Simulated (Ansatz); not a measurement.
# LiZn4As3, from a guessed structure to a relaxed one

This structure for LiZn4As3 is made up. Its elements were placed in a known structure type with a cell scaled to their sizes. What cell does the guess relax to, and how far off was it?

Main program and level: Ansatz 0.2.0; DFT, PBE, plane-wave PAW, files of the set soft_1, scalar-relativistic, no spin, cell and ions relaxed at zero pressure; PAW set soft_1, in the first sound run; inputs show where later runs differ.

**1. The structure**

It takes space group R-3m (No. 166, trigonal). Conventional cell: a = 3.733 Å, b = 3.733 Å, c = 31.243 Å, α = 90.00°, β = 90.00°, γ = 120.00°. As has 8 Zn at 2.37 to 2.65 Å nearest. Nearest to As lie 4 Zn at 2.18 to 2.22 Å and 3 Li at 2.97 Å. Zn has 4 As at 2.18 to 2.37 Å nearest. Zn has 4 As at 2.22 to 2.65 Å nearest. Li has 6 As at 2.97 Å nearest. Farther neighbours are not listed.

**2. Relaxing cell and atoms**

The guessed cell has no reason to be at equilibrium. It is relaxed with the atoms, within the space group of the guess.

Input file input.yaml:

```yaml
crystal:
  lattice:
    - [1.8665, 1.077624277, 10.414333333]
    - [-1.8665, 1.077624277, 10.414333333]
    - [0.0, -2.155248555, 10.414333333]
  atoms:
    - { symbol: As, position: [0.0, 0.0, 0.0] }
    - { symbol: As, position: [0.767866664, 0.767866664, 0.767866664] }
    - { symbol: As, position: [0.232133336, 0.232133336, 0.232133336] }
    - { symbol: Zn, position: [0.697966664, 0.697966664, 0.697966664] }
    - { symbol: Zn, position: [0.302033336, 0.302033336, 0.302033336] }
    - { symbol: Zn, position: [0.915166664, 0.915166664, 0.915166664] }
    - { symbol: Zn, position: [0.084833336, 0.084833336, 0.084833336] }
    - { symbol: Li, position: [0.5, 0.5, 0.5] }
kpoints:
  mp_grid: { grid: [8, 8, 8] }
scf:
  occupations: { method: fermi_dirac, width: 0.05 }
hamiltonian:
  xc: pbe
  pseudopotentials: { kind: paw, azcp: { folder: soft_1 } }
relax:
  f_tol: 0.015
  max_steps: 70
  cell: {}
output:
  forces: true
  stress: true
```

Run with:

```console
$ ansatz run input.yaml --threads 4 --pin off --max-ram 10240MiB --backend cpu --events-out ev --progress --plain --runs-dir out
```

Numbers of over 12 decimals in the logs are rounded to 6 here.

What it wrote:

```text
basis.fft_grid_basis auto: the FFT boxes are laid along the combinations [[1, 0, -1], [0, 1, -1], [0, 0, 1]] of the cell's own vectors, 3.733, 3.733 and 10.635 Å long. The dense box has 25×25×72 points. Along the cell's own vectors, as sized, it would have 72×72×72, 8.29 times as many. Of the 12 symmetry operations that the crystal satisfies within crystal.symmetry.tolerance (time reversal apart; of a slab, those tha [...]
Engine: ansatz 0.2.0, x86_64-unknown-linux-gnu
Pseudopotentials: kind: paw
Pseudopotential: As, paw, valence charge 15, recommended cutoff 420 eV (normal), soft_1/As.paw.azcp
Pseudopotential: Zn, paw, valence charge 12, recommended cutoff 420 eV (normal), soft_1/Zn.paw.azcp
Pseudopotential: Li, paw, valence charge 3, recommended cutoff 420 eV (normal), soft_1/Li.paw.azcp
Functional definition: PBE
  parameter kappa = 0.804
  parameter beta = 0.066725
  exchange = pbe_x(kappa = kappa, mu = beta*pi^2/3)
  correlation = pbe_c(beta = beta)
Crystal: 8 atoms, lattice volume = 125.683 Å³
Basis set: ecut = 420 eV, 2465 PW (Γ), FFT grids on a1−a3, a2−a3, a3, exchange–correlation on 50×50×144 points (8 copies of the dense FFT grid, shifted against one another)
Bands: 58, of which v1, the nominal top of the filled ones, is band 48 counted from 1 (47 counted from 0)
Symmetry: 12 space group operations
Space group: R-3m (ITA 166), of the structure as read, at distance tolerance 5.0e-5 Å
k-points: 65 of 512
Non-local potential: As, projectors of the file, l = 0: 2, l = 1: 2, l = 2: 3, l = 3: 1
Non-local potential: Zn, projectors of the file, l = 0: 2, l = 1: 2, l = 2: 3, l = 3: 1
Non-local potential: Li, projectors of the file, l = 0: 3, l = 1: 2, l = 2: 1
PAW form: soft (Blöchl's): semilocal exchange-correlation on the pseudo side does not see the compensation charge
PAW one-centre angular grid: As, 590 points (default); XC on 64 Gauss nodes
PAW one-centre angular grid: Zn, 590 points (default); XC on 64 Gauss nodes
PAW one-centre angular grid: Li, 110 points (default); XC on 96 Gauss nodes
Initial density: superposition of atomic densities (chi_scale 0.1, normalization cell, long waves kept (reshape's long-wave potential 0.04 eV rms))
Initial wavefunctions: pseudopotential atomic-orbital guess
Functional: x = pbe(κ = 0.804, μ = 0.219515), c = pbe(β = 0.066725)
SCF iter   1: F=—  HF=-28047.481292 eV  |F-HF|=—  |Δ(HF+E_count)|=         —  Δρ=3.59e-2  dr2=2.35e0  ethr=3.10e-3  ⟨swp⟩=7.2  Hψ=16536  notcnv=0  defer=15
preconditioner: auto → Kerker (q_TF=auto, 2.608 Å⁻¹)  [metal: Δε(μ)=0.083 eV  Ē_g=11.356 eV  σ=0.050 eV  W_gap=0.38  n_scr=44 (ndim 8)  ℏωp=26.5 eV  f_vac=0.000  D(μ)=0.48/eV (n_scr^D=2)]
SCF iter   2: F=—  HF=-28047.279558 eV  |F-HF|=—  |Δ(HF+E_count)|=   2.02e-1  Δρ=2.38e-2  dr2=1.26e0  ethr=2.44e-3  ⟨swp⟩=2.0  Hψ=4792  notcnv=0  defer=200
SCF iter   3: F=—  HF=-28047.155420 eV  |F-HF|=—  |Δ(HF+E_count)|=   1.24e-1  Δρ=1.17e-2  dr2=2.37e-1  ethr=1.31e-3  ⟨swp⟩=3.9  Hψ=6913  notcnv=0  defer=200
SCF iter   4: F=—  HF=-28047.100624 eV  |F-HF|=—  |Δ(HF+E_count)|=   5.48e-2  Δρ=4.25e-3  dr2=7.95e-2  ethr=2.47e-4  ⟨swp⟩=2.6  Hψ=6733  notcnv=0  defer=197
SCF iter   5: F=—  HF=-28047.098626 eV  |F-HF|=—  |Δ(HF+E_count)|=   2.00e-3  Δρ=2.04e-3  dr2=1.86e-2  ethr=8.28e-5  ⟨swp⟩=2.2  Hψ=6777  notcnv=0  defer=198
SCF iter   6: F=—  HF=-28047.092673 eV  |F-HF|=—  |Δ(HF+E_count)|=   5.95e-3  Δρ=9.61e-4  dr2=4.91e-3  ethr=1.93e-5  ⟨swp⟩=2.0  Hψ=6355  notcnv=0  defer=198
SCF iter   7: F=—  HF=-28047.092568 eV  |F-HF|=—  |Δ(HF+E_count)|=   1.06e-4  Δρ=7.36e-4  dr2=9.21e-4  ethr=5.12e-6  ⟨swp⟩=2.0  Hψ=5167  notcnv=0  defer=198
SCF iter   8: F=—  HF=-28047.092715 eV  |F-HF|=—  |Δ(HF+E_count)|=   1.47e-4  Δρ=6.86e-4  dr2=5.99e-4  ethr=9.59e-7  ⟨swp⟩=2.0  Hψ=6454  notcnv=0  defer=198
SCF iter   9: F=—  HF=-28047.092575 eV  |F-HF|=—  |Δ(HF+E_count)|=   1.40e-4  Δρ=2.04e-4  dr2=1.44e-4  ethr=6.24e-7  ⟨swp⟩=2.0  Hψ=5537  notcnv=0  defer=198
SCF iter  10: F=—  HF=-28047.092561 eV  |F-HF|=—  |Δ(HF+E_count)|=   1.43e-5  Δρ=1.30e-4  dr2=3.58e-5  ethr=1.50e-7  ⟨swp⟩=2.1  Hψ=5521  notcnv=0  defer=198
SCF iter  11: F=—  HF=-28047.092575 eV  |F-HF|=—  |Δ(HF+E_count)|=   1.45e-5  Δρ=7.08e-5  dr2=8.63e-6  ethr=3.73e-8  ⟨swp⟩=2.0  Hψ=6700  notcnv=0  defer=198
SCF iter  12: F=—  HF=-28047.092574 eV  |F-HF|=—  |Δ(HF+E_count)|=   1.63e-6  Δρ=3.44e-5  dr2=1.59e-6  ethr=8.99e-9  ⟨swp⟩=2.0  Hψ=6619  notcnv=0  defer=198
SCF iter  13: F=—  HF=-28047.092573 eV  |F-HF|=—  |Δ(HF+E_count)|=   2.13e-7  Δρ=1.91e-5  dr2=4.35e-7  ethr=1.66e-9  ⟨swp⟩=2.0  Hψ=6619  notcnv=0  defer=198
SCF iter  14: F=—  HF=-28047.092573 eV  |F-HF|=—  |Δ(HF+E_count)|=   7.14e-9  Δρ=8.00e-6  dr2=1.04e-7  ethr=4.53e-10  ⟨swp⟩=2.0  Hψ=6293  notcnv=0  defer=198
SCF iter  15: F=-28047.092573 eV  HF=-28047.092573 eV  |F-HF|=2.06e-8  |Δ(HF+E_count)|=   1.05e-8  Δρ=4.34e-6  dr2=3.38e-8  ethr=1.04e-10  ⟨swp⟩=4.0  Hψ=13322  notcnv=0
SCF 1 converged in 15 iterations: F = -28047.092573 eV  dr2 = 3.38e-8
  greatest PAW one-centre occupation: 1.000 electrons in one spin orbital (limit 2), on the Li atom at site 7 (counted from 0), in its partial waves of l = 0
relax step   1: F+E_penalty+E_count = -28047.09257334 eV  Δ(F+E_penalty+E_count) = +0.000e0 eV  max|allowed force component| = 4.873e0 eV/Å  Δτ_max = 0.0000 Å  P = +34.491 GPa  Ω = 125.683 Å³  (15 SCF iters, dr2 threshold 1.00e-7 eV, accepted)
Crystal: 8 atoms, lattice volume = 141.104 Å³
Basis set: ecut = 420 eV, 2819 PW (Γ), FFT grids on a1−a3, a2−a3, a3, exchange–correlation on 50×50×144 points (8 copies of the dense FFT grid, shifted against one another)
Initial density: handed on by an earlier stage of this run
Initial wavefunctions: those handed on with the density
iter 1 solved again at ethr=1.54e-4 eV; its pass at ethr=3.10e-3 eV (dr2=1.48e-1 eV) is discarded
SCF iter   1: F=—  HF=-28050.196038 eV  |F-HF|=—  |Δ(HF+E_count)|=         —  Δρ=1.08e-2  dr2=1.48e-1  ethr=1.54e-4  ⟨swp⟩=2.7  Hψ=22045  notcnv=0
preconditioner: auto → LDOS  [metal: Δε(μ)=0.069 eV  Ē_g=10.872 eV  σ=0.050 eV  W_gap=0.33  n_scr=44 (ndim 8)  ℏωp=25.0 eV  f_vac=0.066  D(μ)=0.88/eV (n_scr^D=2)  β→1.0]
SCF iter   2: F=—  HF=-28050.237872 eV  |F-HF|=—  |Δ(HF+E_count)|=   4.18e-2  Δρ=1.34e-2  dr2=1.61e-1  ethr=1.54e-4  ⟨swp⟩=3.9  Hψ=8214  notcnv=0
SCF iter   3: F=—  HF=-28050.183227 eV  |F-HF|=—  |Δ(HF+E_count)|=   5.46e-2  Δρ=2.49e-3  dr2=4.97e-3  ethr=1.54e-4  ⟨swp⟩=3.0  Hψ=6904  notcnv=0  defer=185
SCF iter   4: F=—  HF=-28050.181468 eV  |F-HF|=—  |Δ(HF+E_count)|=   1.76e-3  Δρ=5.38e-4  dr2=1.94e-4  ethr=5.17e-6  ⟨swp⟩=2.0  Hψ=6622  notcnv=0  defer=185
[...]
SCF iter   6: F=—  HF=-28051.119082 eV  |F-HF|=—  |Δ(HF+E_count)|=   7.65e-5  Δρ=6.68e-5  dr2=5.43e-6  ethr=3.29e-7  ⟨swp⟩=2.0  Hψ=6721  notcnv=0  defer=160
SCF iter   7: F=-28051.119080 eV  HF=-28051.119080 eV  |F-HF|=1.78e-7  |Δ(HF+E_count)|=   1.99e-6  Δρ=2.67e-5  dr2=4.36e-7  ethr=8.33e-10  ⟨swp⟩=6.0  Hψ=19253  notcnv=0
SCF 3 converged in 7 iterations: F = -28051.119080 eV  dr2 = 4.36e-7
  greatest PAW one-centre occupation: 0.999 electrons in one spin orbital (limit 2), on the Li atom at site 7 (counted from 0), in its partial waves of l = 0
relax step   3: F+E_penalty+E_count = -28051.11908012 eV  Δ(F+E_penalty+E_count) = -9.375e-1 eV  max|allowed force component| = 6.129e-1 eV/Å  Δτ_max = 0.1939 Å  P = +4.595 GPa  Ω = 148.283 Å³  energy of the carried Pulay correction = -1.092e-2 eV  (7 SCF iters, dr2 threshold 8.00e-7 eV, accepted)
[... from here on, the SCF cycles and remarks between the steps are left out ...]
relax step   4: F+E_penalty+E_count = -28051.27752360 eV  Δ(F+E_penalty+E_count) = -1.584e-1 eV  max|allowed force component| = 1.174e-1 eV/Å  Δτ_max = 0.0651 Å  P = +0.936 GPa  Ω = 153.807 Å³  energy of the carried Pulay correction = -1.332e-2 eV  (7 SCF iters, dr2 threshold 8.00e-7 eV, accepted)
relax step   5: F+E_penalty+E_count = -28051.28670647 eV  Δ(F+E_penalty+E_count) = -9.183e-3 eV  max|allowed force component| = 2.929e-2 eV/Å  Δτ_max = 0.0322 Å  P = +0.116 GPa  Ω = 155.114 Å³  energy of the carried Pulay correction = -1.388e-2 eV  (6 SCF iters, dr2 threshold 8.00e-7 eV, accepted)
relax step   6: F+E_penalty+E_count = -28051.28688752 eV  Δ(F+E_penalty+E_count) = -1.811e-4 eV  max|allowed force component| = 6.698e-2 eV/Å  Δτ_max = 0.0151 Å  P = +0.090 GPa  Ω = 155.392 Å³  energy of the carried Pulay correction = -1.399e-2 eV  (6 SCF iters, dr2 threshold 9.74e-8 eV, accepted)
relax step   7: F+E_penalty+E_count = -28051.28752681 eV  Δ(F+E_penalty+E_count) = -6.393e-4 eV  max|allowed force component| = 1.605e-2 eV/Å  Δτ_max = 0.0087 Å  P = -0.009 GPa  Ω = 155.636 Å³  energy of the carried Pulay correction = -1.410e-2 eV  (6 SCF iters, dr2 threshold 2.80e-7 eV, accepted)
relax step   8: F+E_penalty+E_count = -28051.28757348 eV  Δ(F+E_penalty+E_count) = -4.666e-5 eV  max|allowed force component| = 6.033e-3 eV/Å  Δτ_max = 0.0041 Å  P = -0.013 GPa  Ω = 155.716 Å³  energy of the carried Pulay correction = -1.413e-2 eV  (6 SCF iters, dr2 threshold 1.61e-8 eV, accepted)
relax step   9: F+E_penalty+E_count = -28051.31341297 eV  Δ(F+E_penalty+E_count) = -2.584e-2 eV  max|allowed force component| = 9.290e-3 eV/Å  Δτ_max = 0.0000 Å  P = +0.213 GPa  Ω = 155.716 Å³  stress off target by 3.13e-1 GPa  SCF on the basis re-selected at this cell (its energy is not comparable with the rows above)  (9 SCF iters)
relax step  10: F+E_penalty+E_count = -28051.31396042 eV  Δ(F+E_penalty+E_count) = -5.475e-4 eV  max|allowed force component| = 6.259e-3 eV/Å  Δτ_max = 0.0089 Å  P = +0.054 GPa  Ω = 156.164 Å³  energy of the carried Pulay correction = -2.125e-4 eV  (6 SCF iters, dr2 threshold 2.45e-7 eV, accepted)
relax step  11: F+E_penalty+E_count = -28051.31390493 eV  Δ(F+E_penalty+E_count) = +5.549e-5 eV  max|allowed force component| = 2.006e-3 eV/Å  Δτ_max = 0.0037 Å  P = -0.003 GPa  Ω = 156.400 Å³  energy of the carried Pulay correction = -3.234e-4 eV  (6 SCF iters, dr2 threshold 1.25e-8 eV, accepted)
iter 1 solved again at ethr=9.50e-8 eV; its pass at ethr=3.10e-3 eV (dr2=9.12e-5 eV) is discarded
SCF iter   1: F=—  HF=-28051.314012 eV  |F-HF|=—  |Δ(HF+E_count)|=         —  Δρ=9.47e-5  dr2=3.74e-7  ethr=9.50e-8  ⟨swp⟩=3.1  Hψ=26361  notcnv=0
preconditioner: auto → LDOS  [metal: Δε(μ)=0.048 eV  Ē_g=10.089 eV  σ=0.050 eV  W_gap=0.23  n_scr=44 (ndim 8)  ℏωp=23.8 eV  f_vac=0.034  D(μ)=0.46/eV (n_scr^D=2)  β→1.0]
SCF iter   2: F=—  HF=-28051.314250 eV  |F-HF|=—  |Δ(HF+E_count)|=   2.38e-4  Δρ=2.38e-5  dr2=4.48e-7  ethr=3.89e-10  ⟨swp⟩=2.0  Hψ=6899  notcnv=0
SCF iter   3: F=—  HF=-28051.314250 eV  |F-HF|=—  |Δ(HF+E_count)|=  8.69e-10  Δρ=2.91e-5  dr2=7.21e-7  ethr=3.89e-10  ⟨swp⟩=2.0  Hψ=5858  notcnv=0
SCF iter   4: F=—  HF=-28051.314250 eV  |F-HF|=—  |Δ(HF+E_count)|=   2.37e-7  Δρ=4.94e-6  dr2=2.14e-8  ethr=3.89e-10  ⟨swp⟩=2.0  Hψ=5655  notcnv=0
SCF iter   5: F=—  HF=-28051.314250 eV  |F-HF|=—  |Δ(HF+E_count)|=   7.27e-9  Δρ=6.35e-7  dr2=7.80e-10  ethr=2.23e-11  ⟨swp⟩=2.0  Hψ=5578  notcnv=0
SCF iter   6: F=-28051.314250 eV  HF=-28051.314250 eV  |F-HF|=3.64e-12  |Δ(HF+E_count)|=   5.91e-9  Δρ=4.85e-8  dr2=3.60e-12  ethr=1.00e-12  ⟨swp⟩=3.4  Hψ=14333  notcnv=0
SCF 12 converged in 6 iterations: F = -28051.314250 eV  dr2 = 3.60e-12
relax step  12: F+E_penalty+E_count = -28051.31424973 eV  Δ(F+E_penalty+E_count) = -3.448e-4 eV  max|allowed force component| = 1.995e-3 eV/Å  Δτ_max = 0.0000 Å  P = -0.003 GPa  Ω = 156.400 Å³  stress off target by 3.06e-3 GPa  SCF on the basis re-selected at this cell (its energy is not comparable with the rows above)  (6 SCF iters)
basis re-selected at this cell: Δ(F+E_penalty+E_count) = -3.448e-4 eV, ΔP = -0.000 GPa vs the last step (what re-selecting the basis moved, of the pressure what is left beyond the Pulay correction that the steps carried, after the strain that the cell walked since its last selection, with what the two solves' SCF thresholds leave and, on support functions, any second-order correction that the steps lacked; it is no m [...]
SCF converged after 6 iterations
Free energy (F): -28051.314250 eV
Harris-Foulkes:  -28051.314250 eV  (|F-HF|=3.64e-12)
Internal energy: -28051.310271 eV  (E = F + TS)
E sigma→0 (E₀):  -28051.312261 eV
Entropy (-TS):   -0.003978 eV (-0.497 meV/atom)
Fermi energy:    8.092260 eV
--- Per-component energies (eV) ---
  E_band       = -789.187068
  E_kinetic    = 894.902130
  E_local      = -14945.110795  (includes V_loc(G=0)·N_el)
  E_nonlocal   = 2078.780326
  E_hartree    = 6824.833015
  E_xc         = -532.415101
  E_vxc        = -434.976287  (∫ρ·V_xc dr)
  E_paw        = -13654.134039  (= ΣΔE_a)
  E_vpaw       = -2032.447607  (= ΣTr[D̂ρ^β])
  E_aug_tail   = -0.000891  (compensation charges beyond the density's cutoff)
  E_ewald      = -8718.164917
  E_smearing   = -0.003978  (= −TS)
  E_closure    = 0.000000  (closes the sum)
  Σ components = -28051.314250   (vs F -28051.314250, Δ=0.00e0)
--- Forces (eV/Å), atoms counted from 1 ---
  atom   1  As     0.00000000     0.00000000     0.00000000
  atom   2  As     0.00000000    -0.00000000     0.00199526
  atom   3  As     0.00000000     0.00000000    -0.00199526
  atom   4  Zn    -0.00000000     0.00000000    -0.00031356
  atom   5  Zn     0.00000000    -0.00000000     0.00031356
  atom   6  Zn     0.00000000     0.00000000    -0.00083589
  atom   7  Zn     0.00000000    -0.00000000     0.00083589
  atom   8  Li    -0.00000000     0.00000000     0.00000000
  max |Σ_I F_I| component: 7.59e-19 eV/Å
--- Stress (GPa, compression-positive) ---
       -0.003059       0.000000      -0.000000
        0.000000      -0.003059      -0.000000
        0.000000      -0.000000      -0.002256
  P = ⅓ Tr σ = -0.0028 GPa (-0.028 kbar)
--- Relaxed structure (10 steps of the walk, 10 accepted, 2 SCFs on fresh bases) ---
  F+E_penalty+E_count = -28051.31424973 eV   max|allowed force component| = 1.995e-3 eV/Å   (the final SCF, on the basis selected at the relaxed cell)
  cell:  # Å, volume = 156.3996 Å³
    - [2.079179, 1.200415, 10.443864]
    - [-2.079179, 1.200415, 10.443864]
    - [0, -2.400829, 10.443864]
  atoms:
    - { symbol: As, position: [-3.2273085827067885e-19, -3.2273085827067876e-19, -3.2273085822142883e-19] }
    - { symbol: As, position: [0.780834, 0.780834, 0.780834] }
    - { symbol: As, position: [0.219166, 0.219166, 0.219166] }
    - { symbol: Zn, position: [0.701572, 0.701572, 0.701572] }
    - { symbol: Zn, position: [0.298428, 0.298428, 0.298428] }
    - { symbol: Zn, position: [0.903786, 0.903786, 0.903786] }
    - { symbol: Zn, position: [0.096214, 0.096214, 0.096214] }
    - { symbol: Li, position: [0.500000, 0.500000, 0.500000] }
```

Elapsed: 63 s, on 4 threads of AMD EPYC 7R13 (Zen 3), shared host; peak memory 0.95 GiB.

The steps of the relaxation:

| step | energy less that of the first step (eV) | largest force component (eV/Å) | pressure (GPa) | volume (Å³) |
| --- | --- | --- | --- | --- |
| 1 | 0.0000 | 4.8732 | 34.49 | 125.68 |
| 2 | -3.0890 | 1.9903 | 13.12 | 141.10 |
| 3 | -4.0265 | 0.6129 | 4.59 | 148.28 |
| 4 | -4.1850 | 0.1174 | 0.94 | 153.81 |
| 5 | -4.1941 | 0.0293 | 0.12 | 155.11 |
| 6 | -4.1943 | 0.0670 | 0.09 | 155.39 |
| 7 | -4.1950 | 0.0160 | -0.01 | 155.64 |
| 8 | -4.1950 | 0.0060 | -0.01 | 155.72 |
| 9* | -4.2208 | 0.0093 | 0.21 | 155.72 |
| 10 | -4.2214 | 0.0063 | 0.05 | 156.16 |
| 11 | -4.2213 | 0.0020 | 0.00 | 156.40 |
| 12* | -4.2217 | 0.0020 | 0.00 | 156.40 |

Relaxation steps marked * repeat the geometry before them on a plane-wave basis chosen anew for their cell, so energy and pressure can jump there.

The run keeps the 12 symmetry operations that it works with, so distortions that break them were not tested.

| conventional cell, symmetrised | before | after | change |
| --- | --- | --- | --- |
| a (Å) | 3.733 | 4.158 | +11.4 % |
| b (Å) | 3.733 | 4.158 | +11.4 % |
| c (Å) | 31.243 | 31.332 | +0.3 % |
| volume (Å³/atom) | 15.71 | 19.55 | +24.4 % |

The atoms that moved most (Å, as changes of fractional coordinates times the final cell):

| atom | dx | dy | dz | length |
| --- | --- | --- | --- | --- |
| As3 | 0.000 | 0.000 | -0.406 | 0.406 |
| As2 | 0.000 | 0.000 | 0.406 | 0.406 |
| Zn6 | 0.000 | 0.000 | -0.357 | 0.357 |
| Zn7 | 0.000 | 0.000 | 0.357 | 0.357 |
| Zn5 | 0.000 | 0.000 | -0.113 | 0.113 |
| Zn4 | 0.000 | 0.000 | 0.113 | 0.113 |

Numbers from this step:

```
free energy             : -28051.3142 eV
energy at zero smearing : -28051.3123 eV
smearing term TS        : 0.003978 eV
Fermi energy            : 8.092 eV
gap by band count       : 0.04782 eV
electrons               : 96
symmetry operations     : 12
pressure                : -0.002791 GPa
```

The shortest distance of each pair, which need not be the same contact before and after:

| pair | guess (Å) | relaxed (Å) |
| --- | --- | --- |
| As–Zn | 2.184 | 2.466 |
| As–Li | 2.971 | 2.910 |
| Zn–Zn | 2.728 | 3.075 |
| Li–Zn | 3.344 | 3.261 |
| As–As | 3.733 | 4.073 |

The relaxation ends with a largest force component of 0.0020 eV/Å and a pressure of 0.00 GPa.

(Continued in part 2 of 2.)

[Logs are printed without paths, hosts, clocks, repeated set-up lines and the standing remarks that a program may print on its own settings, such as how far it seeks lower states.]

[Hosts, paths, dates, database ids (printed as entryN), source tags and the programs' standing remarks are cut or masked in the printed files.]
